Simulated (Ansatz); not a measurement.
# Compressing and expanding a frame of glassy nearly rigid 58SiO2-7Al2O3-4FeO-16MgO-13CaO-2Na2O (mol %) from 1700 K (126 atoms), part 2 of 3

Aim: relax a frame of glassy nearly rigid 58SiO2-7Al2O3-4FeO-16MgO-13CaO-2Na2O (mol %) from 1700 K (126 atoms), then change its volume to read the bulk modulus from the stress.

Ansatz 0.2.0; Kohn-Sham DFT, RPBE, PAW (set soft_2), plane waves.

The cell: 26 Si, 6 Al, 2 Fe, 7 Mg, 6 Ca, 2 Na and 77 O. The network of bonds at the start is that of the classical potential that made the cell. Without a Hubbard term or exact exchange, open shells on Fe are likely too delocalised. The Brillouin zone is sampled at Γ only.

So far. Step 2 (Single point at the start): The r.m.s. force at the start is 2.1 eV/Å.

**3. Cell and atoms relaxed**

The cell is relaxed with the atoms, since the starting lattice needn't suit this functional.

input.yaml reads:

```yaml
crystal:
  lattice:
    - [12.0049, 0.0, 0.0]
    - [0.0, 12.0049, 0.0]
    - [0.0, 0.0, 12.0049]
  atoms:
    [... the 126 atom lines of step 2 ...]
magnetization:
  spin_polarized: true
kpoints:
  mp_grid: { grid: [1, 1, 1] }
hamiltonian:
  xc: rpbe
scf:
  occupations: { method: gaussian, width: 0.05 }
  lower_state_search: "off"
output:
  forces: true
relax:
  f_tol: 0.05
  max_steps: 150
  cell: {}
```

Command:

```
ansatz run input.yaml --threads 4 --pin off --max-ram 8192MiB --backend cpu --events-out ev --progress --plain --runs-dir out
```

Numbers of over 12 decimals in the logs are rounded to 6 here.

Output:

```text
[...]
Crystal: 126 atoms, lattice volume = 1730.118 Å³
Basis set: ecut = 420 eV, 33833 PW (Γ), exchange–correlation on 162×162×162 points (8 copies of the dense FFT grid, shifted against one another)
Bands: 512, of which v1, the nominal top of the filled ones, is band 382 counted from 1 (381 counted from 0)
Symmetry: 1 space group operations
[...]
k-points: 1
[...]
Starting moments: Σ|m| = 8 μB on 2 of 126 sites
[...]
SCF iter   1: F=—  HF=-100271.929919 eV  |F-HF|=—  |Δ(HF+E_count)|=         —  Δρ=1.30e-1 (↑1.30e-1 ↓5.67e-2)  dr2=7.70e2  dr2_m=3.83e1  M=-0.010 μB ∫|m|=0.581 μB  β_m=0.30  ethr=3.10e-3  ⟨swp⟩=7.5  Hψ=5014  notcnv=0  defer=165
[...]
SCF iter   8: F=—  HF=-100157.334021 eV  |F-HF|=—  |Δ(HF+E_count)|=    5.46e0  Δρ=2.63e-2 (↑2.63e-2 ↓1.07e-2)  dr2=2.65e1  dr2_m=2.11e0  M=-8.813 μB ∫|m|=9.123 μB  β_m=0.17  ethr=3.10e-3  ⟨swp⟩=3.5  Hψ=1963  notcnv=0  defer=247
[...]
SCF iter  31: F=—  HF=-100155.615095 eV  |F-HF|=—  |Δ(HF+E_count)|=   7.68e-8  Δρ=1.89e-5 (↑1.89e-5 ↓2.13e-6)  dr2=8.76e-6  dr2_m=1.35e-6  M=-8.000 μB ∫|m|=8.162 μB  β_m=0.43  ethr=1.38e-10  ⟨swp⟩=3.0  Hψ=1544  notcnv=0  defer=247
SCF iter  32: F=-100155.615095 eV  HF=-100155.615095 eV  |F-HF|=1.81e-8  |Δ(HF+E_count)|=   1.51e-7  Δρ=2.42e-6 (↑2.42e-6 ↓6.45e-7)  dr2=8.86e-8  dr2_m=2.05e-8  M=-8.000 μB ∫|m|=8.162 μB  ethr=1.31e-11  ⟨swp⟩=2.0  Hψ=3315  notcnv=0
SCF 1 converged in 32 iterations: F = -100155.615095 eV  dr2 = 8.86e-8
[...]
relax step   1: F+E_penalty+E_count = -100155.61509481 eV  Δ(F+E_penalty+E_count) = +0.000e0 eV  max|allowed force component| = 8.776e0 eV/Å  Δτ_max = 0.0000 Å  P = +4.646 GPa  Ω = 1730.118 Å³  (32 SCF iters, dr2 threshold 1.00e-7 eV, accepted)
[... from here on, the SCF cycles and remarks between the steps are left out ...]
relax step   2: F+E_penalty+E_count = -100169.54184359 eV  Δ(F+E_penalty+E_count) = -1.393e1 eV  max|allowed force component| = 4.745e0 eV/Å  Δτ_max = 0.1947 Å  P = +1.821 GPa  Ω = 1744.966 Å³  energy of the carried Pulay correction = -4.137e-2 eV  (18 SCF iters, dr2 threshold 1.26e-5 eV, accepted)
relax step   3: F+E_penalty+E_count = -100179.59689323 eV  Δ(F+E_penalty+E_count) = -1.006e1 eV  max|allowed force component| = 1.270e0 eV/Å  Δτ_max = 0.1948 Å  P = +0.770 GPa  Ω = 1749.007 Å³  energy of the carried Pulay correction = -5.257e-2 eV  (14 SCF iters, dr2 threshold 1.26e-5 eV, accepted)
relax step   4: F+E_penalty+E_count = -100182.42761109 eV  Δ(F+E_penalty+E_count) = -2.831e0 eV  max|allowed force component| = 8.652e-1 eV/Å  Δτ_max = 0.1995 Å  P = -0.192 GPa  Ω = 1769.060 Å³  energy of the carried Pulay correction = -1.078e-1 eV  (9 SCF iters, dr2 threshold 1.26e-5 eV, accepted)
relax step   5: F+E_penalty+E_count = -100183.71127669 eV  Δ(F+E_penalty+E_count) = -1.284e0 eV  max|allowed force component| = 6.007e-1 eV/Å  Δτ_max = 0.1962 Å  P = -0.315 GPa  Ω = 1772.686 Å³  energy of the carried Pulay correction = -1.177e-1 eV  (12 SCF iters, dr2 threshold 1.26e-5 eV, accepted)
relax step   6: F+E_penalty+E_count = -100184.60209434 eV  Δ(F+E_penalty+E_count) = -8.908e-1 eV  max|allowed force component| = 5.452e-1 eV/Å  Δτ_max = 0.1929 Å  P = -0.117 GPa  Ω = 1772.027 Å³  energy of the carried Pulay correction = -1.159e-1 eV  (10 SCF iters, dr2 threshold 1.26e-5 eV, accepted)
relax step   7: F+E_penalty+E_count = -100185.20486816 eV  Δ(F+E_penalty+E_count) = -6.028e-1 eV  max|allowed force component| = 1.026e0 eV/Å  Δτ_max = 0.1938 Å  P = -0.216 GPa  Ω = 1778.968 Å³  energy of the carried Pulay correction = -1.348e-1 eV  (11 SCF iters, dr2 threshold 1.26e-5 eV, accepted)
relax step   8: F+E_penalty+E_count = -100185.75922525 eV  Δ(F+E_penalty+E_count) = -5.544e-1 eV  max|allowed force component| = 1.122e0 eV/Å  Δτ_max = 0.1949 Å  P = +0.013 GPa  Ω = 1778.162 Å³  energy of the carried Pulay correction = -1.326e-1 eV  (11 SCF iters, dr2 threshold 1.26e-5 eV, accepted)
relax step   9: F+E_penalty+E_count = -100186.33977276 eV  Δ(F+E_penalty+E_count) = -5.805e-1 eV  max|allowed force component| = 7.229e-1 eV/Å  Δτ_max = 0.1949 Å  P = +0.019 GPa  Ω = 1779.297 Å³  energy of the carried Pulay correction = -1.357e-1 eV  (11 SCF iters, dr2 threshold 1.26e-5 eV, accepted)
relax step  10: F+E_penalty+E_count = -100186.83557176 eV  Δ(F+E_penalty+E_count) = -4.958e-1 eV  max|allowed force component| = 7.222e-1 eV/Å  Δτ_max = 0.1948 Å  P = -0.066 GPa  Ω = 1782.761 Å³  energy of the carried Pulay correction = -1.451e-1 eV  (10 SCF iters, dr2 threshold 1.26e-5 eV, accepted)
relax step  11: F+E_penalty+E_count = -100187.34121176 eV  Δ(F+E_penalty+E_count) = -5.056e-1 eV  max|allowed force component| = 6.908e-1 eV/Å  Δτ_max = 0.2000 Å  P = -0.134 GPa  Ω = 1786.634 Å³  energy of the carried Pulay correction = -1.556e-1 eV  (11 SCF iters, dr2 threshold 1.26e-5 eV, accepted)
[...]
relax step  19: F+E_penalty+E_count = -100190.09825737 eV  Δ(F+E_penalty+E_count) = -5.982e-2 eV  max|allowed force component| = 2.389e-1 eV/Å  Δτ_max = 0.0410 Å  P = -0.003 GPa  Ω = 1794.560 Å³  energy of the carried Pulay correction = -1.770e-1 eV  (9 SCF iters, dr2 threshold 8.89e-6 eV, accepted)
relax step  20: F+E_penalty+E_count = -100190.14127848 eV  Δ(F+E_penalty+E_count) = -4.302e-2 eV  max|allowed force component| = 2.002e-1 eV/Å  Δτ_max = 0.0582 Å  P = -0.020 GPa  Ω = 1795.851 Å³  energy of the carried Pulay correction = -1.805e-1 eV  (10 SCF iters, dr2 threshold 3.57e-6 eV, accepted)
relax step  21: F+E_penalty+E_count = -100190.21009703 eV  Δ(F+E_penalty+E_count) = -6.882e-2 eV  max|allowed force component| = 2.099e-1 eV/Å  Δτ_max = 0.1925 Å  P = -0.029 GPa  Ω = 1798.521 Å³  energy of the carried Pulay correction = -1.877e-1 eV  (11 SCF iters, dr2 threshold 2.51e-6 eV, accepted)
relax step  22: F+E_penalty+E_count = -100190.22870230 eV  Δ(F+E_penalty+E_count) = -1.861e-2 eV  max|allowed force component| = 1.731e-1 eV/Å  Δτ_max = 0.0737 Å  P = -0.042 GPa  Ω = 1800.769 Å³  energy of the carried Pulay correction = -1.937e-1 eV  (10 SCF iters, dr2 threshold 2.75e-6 eV, accepted)
relax step  23: F+E_penalty+E_count = -100190.24741925 eV  Δ(F+E_penalty+E_count) = -1.872e-2 eV  max|allowed force component| = 9.871e-2 eV/Å  Δτ_max = 0.0408 Å  P = +0.018 GPa  Ω = 1800.246 Å³  energy of the carried Pulay correction = -1.923e-1 eV  (10 SCF iters, dr2 threshold 1.87e-6 eV, accepted)
relax step  24: F+E_penalty+E_count = -100190.23138331 eV  Δ(F+E_penalty+E_count) = +1.604e-2 eV  max|allowed force component| = 1.591e-1 eV/Å  Δτ_max = 0.0936 Å  P = -0.026 GPa  Ω = 1800.679 Å³  energy of the carried Pulay correction = -1.935e-1 eV  (12 SCF iters, dr2 threshold 6.09e-7 eV, rejected (line search))
relax step  25: F+E_penalty+E_count = -100190.26028456 eV  Δ(F+E_penalty+E_count) = -1.287e-2 eV  max|allowed force component| = 4.929e-2 eV/Å  Δτ_max = 0.0455 Å  P = +0.004 GPa  Ω = 1800.750 Å³  energy of the carried Pulay correction = -1.937e-1 eV  (18 SCF iters, accepted)
relax step  26: F+E_penalty+E_count = -100190.60940423 eV  Δ(F+E_penalty+E_count) = -3.491e-1 eV  max|allowed force component| = 4.929e-2 eV/Å  Δτ_max = 0.0000 Å  P = +0.332 GPa  Ω = 1800.750 Å³  stress off target by 6.56e-1 GPa  SCF on the basis re-selected at this cell (its energy is not comparable with the rows above)  (9 SCF iters)
relax step  27: F+E_penalty+E_count = -100190.55883802 eV  Δ(F+E_penalty+E_count) = +5.057e-2 eV  max|allowed force component| = 1.960e-1 eV/Å  Δτ_max = 0.1000 Å  P = -0.073 GPa  Ω = 1817.563 Å³  energy of the carried Pulay correction = -4.767e-2 eV  (11 SCF iters, dr2 threshold 1.08e-6 eV, rejected (line search))
relax step  28: F+E_penalty+E_count = -100190.61183716 eV  Δ(F+E_penalty+E_count) = -2.433e-3 eV  max|allowed force component| = 4.984e-2 eV/Å  Δτ_max = 0.0489 Å  P = -0.046 GPa  Ω = 1812.769 Å³  energy of the carried Pulay correction = -3.362e-2 eV  (18 SCF iters, accepted)
relax step  29: F+E_penalty+E_count = -100190.61061213 eV  Δ(F+E_penalty+E_count) = +1.225e-3 eV  max|allowed force component| = 3.861e-2 eV/Å  Δτ_max = 0.0244 Å  P = -0.020 GPa  Ω = 1814.359 Å³  energy of the carried Pulay correction = -3.822e-2 eV  (13 SCF iters, dr2 threshold 8.04e-9 eV, accepted)
relax step  30: F+E_penalty+E_count = -100190.61074877 eV  Δ(F+E_penalty+E_count) = -1.366e-4 eV  max|allowed force component| = 2.267e-2 eV/Å  Δτ_max = 0.0092 Å  P = -0.004 GPa  Ω = 1814.916 Å³  energy of the carried Pulay correction = -3.982e-2 eV  (11 SCF iters, dr2 threshold 6.50e-9 eV, accepted)
relax step  31: F+E_penalty+E_count = -100190.65528225 eV  Δ(F+E_penalty+E_count) = -4.453e-2 eV  max|allowed force component| = 2.257e-2 eV/Å  Δτ_max = 0.0000 Å  P = +0.010 GPa  Ω = 1814.916 Å³  stress off target by 2.94e-2 GPa  SCF on the basis re-selected at this cell (its energy is not comparable with the rows above)  (8 SCF iters)
[...]
SCF converged after 8 iterations
Magnetization: -8.0000 μB (378.0000 up, 386.0000 down)
Absolute magnetization: 8.2328 μB (∫|ρ↑−ρ↓|, with the PAW one-centre terms)
[...]
Per-site moments (μB) at R_I (Å): [(-2.1370579859141376e-5, 0.641908), (-1.323710901076918e-5, 0.649414), (-1.7732859210737375e-5, 0.666756), (-9.050666885081178e-5, 0.670349), (1.52649716824745e-6, 0.672359), [...]
Free energy (F): -100190.655282 eV
[...]
Internal energy: -100190.655282 eV  (E = F + TS)
E sigma→0 (E₀):  -100190.655282 eV
Fermi energy:    6.140962 eV
[...]
Σ components = -100190.655282   (vs F -100190.655282, Δ=0.00e0)
--- Forces (eV/Å), atoms counted from 1 ---
  atom   1  Si     0.00101976    -0.00757151     0.00039815
  atom   2  Si     0.00193220    -0.00022744     0.00098994
  atom   3  Si    -0.00254180     0.00867351    -0.00668210
  atom   4  Si     0.01237156     0.01456072    -0.00398335
[...]
atom 126  O     -0.00562975    -0.00709613    -0.00161762
  max |Σ_I F_I| component: 3.37e-5 eV/Å
--- Stress (GPa, compression-positive) ---
        0.016847       0.007859       0.011059
        0.007857       0.003989       0.008116
        0.011065       0.008117       0.008723
  P = ⅓ Tr σ = 0.0099 GPa (0.099 kbar)
--- Relaxed structure (29 steps of the walk, 27 accepted, 2 SCFs on fresh bases) ---
  F+E_penalty+E_count = -100190.65528225 eV   max|allowed force component| = 2.257e-2 eV/Å   (the final SCF, on the basis selected at the relaxed cell)
  cell:  # Å, volume = 1814.9162 Å³
    - [12.210902, 0.405254, 0.153377]
    - [0.405254, 12.208022, 0.087556]
    - [0.153377, 0.087556, 12.190759]
  atoms:
    - { symbol: Si, position: [0.695544, 0.953698, 0.427782] }
    - { symbol: Si, position: [0.384382, 0.943042, 0.058094] }
    - { symbol: Si, position: [0.694320, 0.488663, 0.576585] }
    - { symbol: Si, position: [0.446121, 0.830452, 0.661131] }
[...]
- { symbol: O, position: [0.904420, 0.252918, 0.379711] }
```

Wall time 31 min (4 threads of Arm Neoverse V2, shared host); peak memory 4.8 GiB.

The relaxation converged after 29 steps, with a largest force component of 0.023 eV/Å.

**4. Single point at the relaxed geometry**

The electronic structure is read at the final geometry, in a run of its own.

input.yaml reads:

```yaml
crystal:
  lattice:
    - [12.2109, 0.40525, 0.15338]
    - [0.40525, 12.20802, 0.08756]
    - [0.15338, 0.08756, 12.19076]
  atoms:
    - { symbol: Si, position: [0.69554, 0.9537, 0.42778] }
    - { symbol: Si, position: [0.38438, 0.94304, 0.05809] }
    - { symbol: Si, position: [0.69432, 0.48866, 0.57658] }
    - { symbol: Si, position: [0.44612, 0.83045, 0.66113] }
    - { symbol: Si, position: [0.34499, 0.33795, 0.16265] }
    - { symbol: Si, position: [0.10134, 0.52472, 0.53723] }
    [... 114 atom lines left out ...]
    - { symbol: O, position: [0.66567, 0.51251, 0.07041] }
    - { symbol: O, position: [0.75141, 0.96888, 0.29681] }
    - { symbol: O, position: [0.00352, 0.01533, 0.78238] }
    - { symbol: O, position: [0.44839, 0.66202, 0.95765] }
    - { symbol: O, position: [0.25681, 0.61872, 0.05726] }
    - { symbol: O, position: [0.90442, 0.25292, 0.37971] }
magnetization:
  spin_polarized: true
kpoints:
  mp_grid: { grid: [1, 1, 1] }
hamiltonian:
  xc: rpbe
scf:
  occupations: { method: gaussian, width: 0.05 }
  lower_state_search: "off"
output:
  forces: true
  stress: true
  populations: true
  dos:
    method: { smearing: { sigma: 0.08 } }
    de: 0.1
    projected: { site_lists: { Al: [Al], Ca: [Ca], Fe: [Fe], Mg: [Mg], Na: [Na] } }
  eigenvalues: true
  write_density: true
  write_potential: true
  volumetric_format: npy
  elf: true
```

Output:

```text
[...]
Crystal: 126 atoms, lattice volume = 1814.916 Å³
Basis set: ecut = 420 eV, 35503 PW (Γ), exchange–correlation on 180×180×180 points (8 copies of the dense FFT grid, shifted against one another)
Bands: 512, of which v1, the nominal top of the filled ones, is band 382 counted from 1 (381 counted from 0)
Symmetry: 1 space group operations
[...]
k-points: 1
[...]
Starting moments: Σ|m| = 8 μB on 2 of 126 sites
[...]
SCF iter   1: F=—  HF=-100298.568497 eV  |F-HF|=—  |Δ(HF+E_count)|=         —  Δρ=1.26e-1 (↑1.26e-1 ↓5.06e-2)  dr2=7.51e2  dr2_m=3.84e1  M=-0.006 μB ∫|m|=0.550 μB  β_m=0.30  ethr=3.10e-3  ⟨swp⟩=8.0  Hψ=5019  notcnv=0  defer=168
[...]
SCF iter  24: F=-100190.655279 eV  HF=-100190.655279 eV  |F-HF|=2.66e-8  |Δ(HF+E_count)|=   1.20e-7  Δρ=2.15e-6 (↑2.15e-6 ↓9.41e-7)  dr2=7.89e-8  dr2_m=1.49e-8  M=-8.000 μB ∫|m|=8.232 μB  ethr=1.31e-11  ⟨swp⟩=20.0  Hψ=10334  notcnv=0
SCF 1 converged in 24 iterations: F = -100190.655279 eV  dr2 = 7.89e-8
[...]
SCF converged after 24 iterations
Magnetization: -8.0000 μB (378.0000 up, 386.0000 down)
Absolute magnetization: 8.2328 μB (∫|ρ↑−ρ↓|, with the PAW one-centre terms)
[...]
Per-site moments (μB) at R_I (Å): [(-2.1379486319903198e-5, 0.641884), (-1.3232960901338958e-5, 0.649454), (-1.7745515026386437e-5, 0.666770), (-9.047764753344262e-5, 0.670329), (1.5446199078099292e-6, [...]
Free energy (F): -100190.655279 eV
[...]
Internal energy: -100190.655279 eV  (E = F + TS)
E sigma→0 (E₀):  -100190.655279 eV
Fermi energy:    6.140739 eV
[...]
--- Forces (eV/Å), atoms counted from 1 ---
  atom   1  Si     0.00374685    -0.00949563     0.00050215
  atom   2  Si     0.00151951     0.00276980     0.00446684
  atom   3  Si    -0.00316379     0.00926802    -0.00432446
  atom   4  Si     0.01272751     0.01612546    -0.00125476
  atom   5  Si     0.00407712    -0.00260207     0.00500315
  atom   6  Si    -0.00913097    -0.01094069     0.00031899
  atom   7  Si    -0.00091477     0.00773718    -0.00629792
  atom   8  Si     0.00315682     0.00635038     0.00527106
  atom   9  Si     0.00776384     0.00441273     0.00604263
  atom  10  Si    -0.01140998    -0.00305728    -0.00041028
  atom  11  Si    -0.00339367    -0.00646389     0.00041291
  atom  12  Si    -0.00007801     0.00254592    -0.00349389
  atom  13  Si    -0.00911970    -0.01300308    -0.00540751
  atom  14  Si     0.00656508    -0.00969999     0.00715999
[...]
atom 125  O     -0.00616279    -0.00069396     0.00009399
  atom 126  O     -0.00543243    -0.00706730    -0.00134278
  max |Σ_I F_I| component: 7.29e-5 eV/Å
--- Stress (GPa, compression-positive) ---
        0.016676       0.008306       0.011438
        0.008296       0.003363       0.007569
        0.011442       0.007582       0.009520
  P = ⅓ Tr σ = 0.0099 GPa (0.099 kbar)
--- Band table (eV) ---
[...]
--- Löwdin populations: 126 sites ---
  site symbol       q [e]    m [muB]
     0     Si      2.3482    -0.0001
     1     Si      2.2667     0.0000
     2     Si      2.2941    -0.0001
[...]
125      O      6.8541    -0.0000
  spilling = 0.011561 (of n_electrons = 764.000000)
```

The job ended after 2.3 min (4 threads; peak memory 4.8 GiB).

The run gave:

```
free energy                                      : -100190.6553 eV
free energy per atom                             : -795.1639 eV/atom
SCF cycles                                       : 24
pressure                                         : 0.009853 GPa
r.m.s. force component                           : 0.00611 eV/Å
longest force                                    : 0.02548 eV/Å
Fermi energy                                     : 6.141 eV
gap (highest filled to lowest empty level) : 0.4937 eV
total moment                                     : -8 μB
absolute moment                                  : 8.233 μB
spilling of the projection                       : 0.01156
```

(Part 2 of 3 ends here.)

[Logs are printed without paths, hosts, clocks, repeated set-up lines and the standing remarks that a program may print on its own settings, such as how far it seeks lower states.]

[Hosts, paths, dates, database ids (printed as entryN), source tags and the programs' standing remarks are cut or masked in the printed files.]
